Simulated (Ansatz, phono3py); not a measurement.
# Heat carried by phonons in KI (Fm-3m), part 2 of 4

How well does the lattice of KI conduct heat?

Experimental results on record:
- thermal conductivity 2.6 W/m/K near room temperature (given in “Combining the AFLOW GIBBS and Elastic Libraries to efficiently and robustly screen thermo-mechanical properties of solids”, 2017, arXiv:1611.05714)
- thermal conductivity 2.6 W/m/K near room temperature (given in “Predicting the lattice thermal conductivity of solids by solving the Boltzmann transport equation: AFLOW - AAPL an automated, accurate and efficient framework”, 2017, arXiv:1611.05481)

Ansatz 0.2.0; DFT LDA, scalar-relativistic, plane waves, PAW.

So far. Step 2 (A first coarse run): The start is under -1.3 GPa at this level and looks like an insulator or semiconductor on this mesh.

### 4. A second relaxation

The relaxation is run once more from where the first one ended, as the script does after a large change of volume or of the gap, with mesh and occupations reviewed.

Contents of input.yaml:

```yaml
crystal:
  lattice:
    - [0.0, 3.4114960187, 3.4114960187]
    - [3.4114960187, 0.0, 3.4114960187]
    - [3.4114960187, 3.4114960187, 0.0]
  atoms:
    - { symbol: K, position: [0.0, 0.0, 0.0] }
    - { symbol: I, position: [0.5, 0.5, 0.5] }
kpoints:
  mp_grid: { grid: [6, 6, 6] }
hamiltonian:
  xc: lda
scf:
  occupations: { method: gaussian, width: 0.02 }
output:
  forces: true
  stress: true
  eigenvalues: true
  write_density: true
  write_potential: true
  elf: true
  volumetric_format: npy
relax:
  adjacent_minimum: "off"
  f_tol: 0.005
  max_steps: 80
  cell: { stress_tol: 0.05 }
```

Command:

```
> ansatz run input.yaml --threads 16 --pin off --max-ram 30720MiB --backend cpu --events-out ev --progress --plain --runs-dir out
```

Numbers of over 12 decimals in the logs are rounded to 6 here.

Output:

```text
[...]
Crystal: 2 atoms, lattice volume = 79.408 Å³
Basis set: ecut = 420 eV, 1471 PW (Γ)
Bands: 17, of which v1, the nominal top of the filled ones, is band 13 counted from 1 (12 counted from 0)
Symmetry: 48 space group operations
[...]
k-points: 16 of 216
[...]
SCF iter   1: F=—  HF=-8855.100033 eV  |F-HF|=—  |Δ(HF+E_count)|=         —  Δρ=4.66e-3  dr2=8.17e-3  ethr=1.77e-3  ⟨swp⟩=7.2  Hψ=1632  notcnv=0
[...]
SCF iter   6: F=-8855.097118 eV  HF=-8855.097118 eV  |F-HF|=1.71e-10  |Δ(HF+E_count)|=   1.85e-8  Δρ=2.01e-6  dr2=9.26e-10  ethr=1.98e-10  ⟨swp⟩=6.9  Hψ=1913  notcnv=0
SCF 1 converged in 6 iterations: F = -8855.097118 eV  dr2 = 9.26e-10
[...]
relax step   1: F+E_penalty+E_count = -8855.09711844 eV  Δ(F+E_penalty+E_count) = +0.000e0 eV  max|allowed force component| = 1.386e-28 eV/Å  Δτ_max = 0.0000 Å  P = -0.038 GPa  Ω = 79.408 Å³  (6 SCF iters, dr2 threshold 1.00e-7 eV, accepted)
[...]
SCF iter   1: F=—  HF=-8855.097117 eV  |F-HF|=—  |Δ(HF+E_count)|=         —  Δρ=2.32e-6  dr2=1.25e-9  ethr=6.99e-7  ⟨swp⟩=3.0  Hψ=2334  notcnv=0
eigensolver tolerance schedule: the retry pair's looser diagonalisation over-reported the residual by 145214.91 of it (diagonalisation noise at an unbounded share of the residual, at the tolerance the schedule requests for it); recorded, not acted on — ethr = c·dr2/N_el stays at c = 1.0e-1
[...]
SCF iter   2: F=—  HF=-8855.097118 eV  |F-HF|=—  |Δ(HF+E_count)|=   1.87e-6  Δρ=9.19e-7  dr2=6.98e-10  ethr=4.81e-12  ⟨swp⟩=3.5  Hψ=720  notcnv=0
[...]
SCF iter   4: F=-8855.097118 eV  HF=-8855.097118 eV  |F-HF|=0.00e0  |Δ(HF+E_count)|=  3.82e-11  Δρ=1.06e-7  dr2=4.69e-12  ethr=1.00e-12  ⟨swp⟩=7.1  Hψ=1411  notcnv=0
SCF 2 converged in 4 iterations: F = -8855.097118 eV  dr2 = 4.69e-12
relax step   2: F+E_penalty+E_count = -8855.09711844 eV  Δ(F+E_penalty+E_count) = -6.548e-11 eV  max|allowed force component| = 4.654e-29 eV/Å  Δτ_max = 0.0000 Å  P = -0.038 GPa  Ω = 79.408 Å³  stress off target by 3.84e-2 GPa  SCF on the basis re-selected at this cell (its energy is not comparable with the rows above)  (4 SCF iters)
basis re-selected at this cell: Δ(F+E_penalty+E_count) = -6.548e-11 eV, ΔP = -0.000 GPa vs the last step (what re-selecting the basis moved, of the pressure what is left beyond the Pulay correction that the steps carried, after the strain that the cell walked since its last selection, with what the two solves' SCF thresholds leave and, on support functions, any second-order correction that the steps lacked; it is no  [...]
SCF converged after 4 iterations
Free energy (F): -8855.097118 eV
[...]
Internal energy: -8855.097118 eV  (E = F + TS)
E sigma→0 (E₀):  -8855.097118 eV
Fermi energy:    4.810174 eV
[...]
--- Stress (GPa, compression-positive) ---
       -0.038389       0.000000      -0.000000
        0.000000      -0.038389       0.000000
        0.000000      -0.000000      -0.038389
  P = ⅓ Tr σ = -0.0384 GPa (-0.384 kbar)
--- Band table (eV; the first three rows and the last of 16) ---
  k-point 0: bands = [... 9 lower, -7.9116, 2.8787, 2.8787, 2.8787, 6.7415, 9.1180, 9.1180, 9.1180]
  k-point 1: bands = [... 9 lower, -7.7683, 2.3414, 2.7541, 2.7541, 7.4447, 9.0654, 9.4424, 9.4424]
  k-point 2: bands = [... 9 lower, -7.5280, 1.5541, 2.5282, 2.5282, 8.1001, 9.9320, 10.2473, 10.2473]
  k-point 15: bands = [... 9 lower, -7.6210, 1.8190, 2.1883, 2.1888, 8.2396, 9.3052, 10.2348, 11.3240]
--- Relaxed structure (1 steps of the walk, 1 accepted, 1 SCFs on fresh bases) ---
[...]
cell:  # Å, volume = 79.4081 Å³
    - [0.0, 3.4114960187, 3.4114960187]
    - [3.4114960187, 0.0, 3.4114960187]
    - [3.4114960187, 3.4114960187, 0.0]
  atoms:
    - { symbol: K, position: [0.0, 0.0, 0.0] }
    - { symbol: I, position: [0.500000, 0.500000, 0.500000] }
```

Wall time 0.87 s (16 threads of Arm Neoverse V2, shared host); peak memory 0.41 GiB.

Little changed from the start: no atom moved by 0.005 Å and no cell edge by 0.1 %.

Valence density in the ac plane of the conventional cell at fractional y = 0.000, with atoms of K and I within 0.2 Å of it. It is the smooth field of the valence electrons, not physical close to the nuclei.

Ten steps, logarithmic in the rise over the least value, from '_' (0 e/Å³) to '@' (17 e/Å³), each cell a mean:
```
****==..__..::==##@@%%**--..____::++**
++==::______::--++****==::..____..--++
--::..______..::------::..________..::
______________....::....______________
______________________________________
......____________________________....
----::..______..::::::..________..::--
**++--..______::==++++--..____..::==**
@@##==::..__..==******++::____..--**%%
@@%%==::..__..==**##**++::____::--**@@
%%**--::..__..--++****==::____..--++##
==--::..______..--====::..____..::--==
::::..__________......__________..::::
....________________________________..
________________......________________
....__________..::::::....__________..
==--..______..::--====--::..____..::==
**++--..__..::--**%%##++--..____::==**
##**==..__..::==%%@@@@**--..____--++**
```
Columns run along a (6.8 Å), rows up along c (6.8 Å), edges of the conventional cell, whose origin can differ from the input's. Atoms in or near the plane, at fractional coordinates: K at (0.00, 0.00), K at (0.50, 0.50), I at (0.50, 0.00), I at (0.00, 0.50).

ELF in the ac plane of the conventional cell at fractional y = 0.000, with atoms of K and I within 0.2 Å of it. It is the smooth field of the valence electrons, not physical close to the nuclei.

Values, 10 rows by 16 columns, each cell a mean:
```
0.81 0.83 0.49 0.09 0.47 0.74 0.61 0.40 0.37 0.54 0.71 0.65 0.16 0.27 0.76 0.82
0.42 0.29 0.09 0.04 0.29 0.64 0.72 0.71 0.70 0.72 0.70 0.44 0.09 0.05 0.22 0.39
0.42 0.40 0.31 0.13 0.06 0.14 0.22 0.26 0.26 0.24 0.17 0.07 0.07 0.24 0.37 0.41
0.66 0.70 0.73 0.53 0.11 0.07 0.36 0.58 0.61 0.47 0.17 0.05 0.35 0.71 0.73 0.67
0.32 0.48 0.69 0.66 0.16 0.31 0.81 0.81 0.75 0.84 0.55 0.10 0.48 0.73 0.58 0.34
0.37 0.54 0.71 0.65 0.16 0.27 0.76 0.82 0.81 0.83 0.49 0.09 0.47 0.74 0.61 0.40
0.70 0.72 0.70 0.44 0.09 0.05 0.22 0.39 0.42 0.29 0.09 0.04 0.29 0.64 0.72 0.71
0.26 0.24 0.17 0.07 0.07 0.24 0.37 0.41 0.42 0.40 0.31 0.13 0.06 0.14 0.22 0.26
0.61 0.47 0.17 0.05 0.35 0.71 0.73 0.67 0.66 0.70 0.73 0.53 0.11 0.07 0.36 0.58
0.75 0.84 0.55 0.10 0.48 0.73 0.58 0.34 0.32 0.48 0.69 0.66 0.16 0.31 0.81 0.81
```
Columns run along a (6.8 Å), rows up along c (6.8 Å), edges of the conventional cell, whose origin can differ from the input's. Atoms in or near the plane, at fractional coordinates: K at (0.00, 0.00), K at (0.50, 0.50), I at (0.50, 0.00), I at (0.00, 0.50).

Electrostatic potential energy in the ac plane of the conventional cell at fractional y = 0.000, with atoms of K and I within 0.2 Å of it. With pseudopotentials it is smooth inside the atoms' cores, unlike the true potential.

Ten even steps from '_' (-38 eV) to '@' (8 eV), each cell a mean:
```
__..++%%@@@@%%++##@@@@++**@@@@@@##--__
::==##@@@@@@%%**++**++++##@@@@@@%%**--
##%%@@@@@@@@@@%%##****##@@@@@@@@@@%%##
@@@@@@@@@@@@@@@@@@%%@@@@@@@@@@@@@@@@@@
@@@@@@@@@@@@@@@@@@@@@@@@@@@@@@@@@@@@@@
@@@@@@@@@@@@@@@@@@@@@@@@@@@@@@@@@@@@@@
**##%%@@@@@@@@@@%%####%%@@@@@@@@@@##**
**++**%%@@@@@@##==::--**%%@@@@@@##++++
@@##++%%@@@@%%++..____--##@@@@@@**++@@
@@%%++##@@@@%%++______::##@@@@%%****@@
%%**++%%@@@@%%**::__..==%%@@@@@@##++##
++++##@@@@@@@@%%**++++##@@@@@@@@%%**++
##%%@@@@@@@@@@@@%%%%%%@@@@@@@@@@@@%%%%
@@@@@@@@@@@@@@@@@@@@@@@@@@@@@@@@@@@@@@
@@@@@@@@@@@@@@@@@@@@@@@@@@@@@@@@@@@@@@
%%%%@@@@@@@@@@@@%%##%%%%@@@@@@@@@@@@%%
++**%%@@@@@@@@##++++++**%%@@@@@@@@##++
__::**%%@@@@%%++**%%##++##@@@@@@%%==..
____++%%@@@@##++%%@@@@****@@@@@@##::__
```
Columns run along a (6.8 Å; values clipped at the 3rd and 97th percentile), rows up along c (6.8 Å), edges of the conventional cell, whose origin can differ from the input's. Atoms in or near the plane, at fractional coordinates: K at (0.00, 0.00), K at (0.50, 0.50), I at (0.50, 0.00), I at (0.00, 0.50).

### 5. Tight relaxation

The thresholds are tightened for a last relaxation ahead of the phonons, and where mesh or smearing change with them the cell follows.

input.yaml, the sections that differ from step 4:

```yaml
scf:
  occupations: { method: fixed }
output:
  forces: true
  stress: true
  eigenvalues: true
relax:
  adjacent_minimum: "off"
  f_tol: 0.001
  max_steps: 60
  cell: { stress_tol: 0.01 }
# crystal, kpoints, hamiltonian: as in step 4
```

Output:

```text
[...]
Crystal: 2 atoms, lattice volume = 79.408 Å³
Basis set: ecut = 420 eV, 1471 PW (Γ)
Bands: 17, of which v1, the nominal top of the filled ones, is band 13 counted from 1 (12 counted from 0)
Symmetry: 48 space group operations
[...]
k-points: 16 of 216
[...]
k-point 15: bands = [... 9 lower, -7.6010, 1.8371, 2.2071, 2.2080, 8.2590, 9.3338, 10.2604, 11.3545]
--- Relaxed structure (3 steps of the walk, 3 accepted, 1 SCFs on fresh bases) ---
[...]
cell:  # Å, volume = 79.2158 Å³
    - [0, 3.408740, 3.408740]
    - [3.408740, 0, 3.408740]
    - [3.408740, 3.408740, 0]
  atoms:
    - { symbol: K, position: [0, 0, 0] }
    - { symbol: I, position: [0.500000, 0.500000, 0.500000] }
[key lines of the parts left out:]
SCF converged after 6 iterations
Free energy (F): -8855.097139 eV
Fermi energy:    2.900496 eV
P = ⅓ Tr σ = 0.0002 GPa (0.002 kbar)
```

Wall time 1.2 s (16 threads); peak memory 0.41 GiB; 8.6 s of CPU time.

Little changed from the start: no atom moved by 0.005 Å and no cell edge by 0.1 %.

Numbers from this step:

| Item | Value |
| --- | --- |
| pressure | 2.08e-4 GPa |
| gap on the k-mesh | 3.869 eV |
| volume per atom | 39.61 Å³ |

The residual pressure is 2.1e-4 GPa, small enough for phonons.

### 6. A faulty attempt

This input was changed on purpose, to see how the program answers.

Contents of input.yaml:

```yaml
crystal:
  lattice:
    - [0.0, 3.4087402359, 3.4087402359]
    - [3.4087402359, 0.0, 3.4087402359]
    - [3.4087402359, 3.4087402359, 0.0]
  atoms:
    - { symbol: K, position: [0.0, 0.0, 0.0] }
    - { symbol: I, position: [0.5, 0.5, 0.5] }
kpoints:
  mp_grid: { grid: [4, 4, 4] }
hamiltonian:
  xc: lda
scf:
  occupations: { method: fixed }
  max_iter: 80
output:
  eigenvalues: true
phonons:
  supercell: [2, 2, 2]
  dielectric: false
  third_order: { supercell: [2, 2, 2], pair_cutoff: 3.559 }
  lattice_thermal_conductivity:
    qmesh: [9, 10, 11]
    temperatures: [300]
    isotope_mass_variance: [{ species: I, variance: 0.0 }, { species: K, variance: 0.000164 }]
```

Output:

```text
Error: invalid value for `phonons.lattice_thermal_conductivity.qmesh`: [9, 10, 11] is not mapped onto itself by every operation of the crystal's point group, which phonons.lattice_thermal_conductivity requires of this mesh (its Boltzmann solve uses the whole point group); the smallest at or above it that is: [11, 11, 11]
```

Elapsed: 0.1 s, on 16 threads; peak memory 0.097 GiB.

The input was rejected at the start.

The program's message: “Error: invalid value for `phonons.lattice_thermal_conductivity.qmesh`: [9, 10, 11] is not mapped onto itself by every operation of the crystal's point group, which phonons.lattice_thermal_conductivity …”

The fault put into the input: a q mesh that breaks the point group.

[end of part 2 of 4]

[Logs are printed without paths, hosts, clocks, repeated set-up lines and the standing remarks that a program may print on its own settings, such as how far it seeks lower states.]

[Hosts, paths, dates, database ids (printed as entryN), source tags and the programs' standing remarks are cut or masked in the printed files.]

[A step with changed settings may run another functional than the one named; its input shows which.]
